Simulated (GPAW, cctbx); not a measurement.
# Si2Pt3Rh3Pb: what bonding does to one electron reflection, worked out

Si2Pt3Rh3Pb, P-62m (no. 189), a = 6.5085 Å, b = 6.5085 Å, c = 3.9311 Å, α = 90.00°, β = 90.00°, γ = 120.00°.

| atom | mult. | x | y | z |
| --- | --- | --- | --- | --- |
| Pb1 | 1 | 0 | 0 | 1/2 |
| Pt1 | 3 | 0 | 0.5836 | 1/2 |
| Rh1 | 3 | 0 | 0.2884 | 0 |
| Si1 | 2 | 2/3 | 1/3 | 0 |

The cell comes from substitution in a known structure type and wasn't matched to any measured phase.

A DFT run (GPAW, PBE, 450 eV, 6×4×4 k-points (along the axes of the calculation cell), Fermi–Dirac width 0.1 eV) gives the static X-ray structure factor of 001 as 147.518 e for the conventional cell; superposed free atoms give 147.930 e. **Problem.** Find the Fourier component V of the crystal potential and the two-beam extinction distance at 80 kV in both cases, then the holographic phase shift per nanometre.

## Step 1: Geometry

The cell volume is Ω = 144.22 Å³ and d(001) = 3.9311 Å, so g = 1/d = 0.2544 Å⁻¹.

## Step 2: The nuclei

Electrons feel nuclei as well as electrons, so the nuclear charges are summed with the same phases.

Phase sums Σ exp(2πi h·x), turned so that the total is real and positive: Pb +1.000, Pt +3.000, Rh -3.000, Si -2.000. Then F_Z = 82 × (+1.000) + 78 × (+3.000) + 45 × (-3.000) + 14 × (-2.000) = 153.00 e. The electron term has the same sign for this reflection.

## Step 3: Mott–Bethe

Poisson's equation, term by term, gives V = (e/4πε₀)(F_Z − F)/(πΩg²), with e/4πε₀ = 14.3996 V Å.

The prefactor is 14.3996 × 3.9311²/(π × 144.22) = 0.49115 V per electron. Free atoms: (153.00 − 147.930) × 0.49115 = 2.490 V. Crystal: (153.00 − 147.518) × 0.49115 = 2.692 V. F changes by -0.28 % and V by +8.1 %: the same 0.41 e is measured against F_Z − F = 5.1 e in place of F = 147.9 e.

## Step 4: Extinction distance

In the two-beam case ξ = 1/(λU) with U = 2γm₀eV/h², that is ξ = 150.41 V Å²/(γλV).

At 80 kV, λ = 0.04176 Å and γ = 1.1566. Free atoms: ξ = 1251 Å. Crystal: ξ = 1157 Å. The thickness fringes go as sin²(πt/ξ), so the two patterns slip by a quarter of a period when t|1/ξ₁ − 1/ξ₀| = 1/4, at t ≈ 385 nm. Thermal motion, absorption and many-beam coupling, left out here, change a real pattern.

## Step 5: Phase shift

A slab run (normal [210], unrelaxed) gives a mean inner potential of 26.04 V; free atoms give 28.06 V. The phase shift is φ = C_E V₀ t, with C_E = (2π/λE)(E + m₀c²)/(E + 2m₀c²).

C_E = 10.087 × 10⁻³ rad/(V nm). The shift is 0.2627 rad/nm in the crystal and 0.2831 rad/nm for free atoms. A sample 50 nm thick gives φ = 13.13 rad; read with the free-atom value it would seem 46.4 nm thick.

## Step 6: Answer

V(001) is 2.69 V against 2.49 V, and ξ is 1157 against 1251 Å. The phase shift is 0.263 rad/nm, and free atoms would misjudge a thickness by -7 %. Limits: static atoms, two beams.
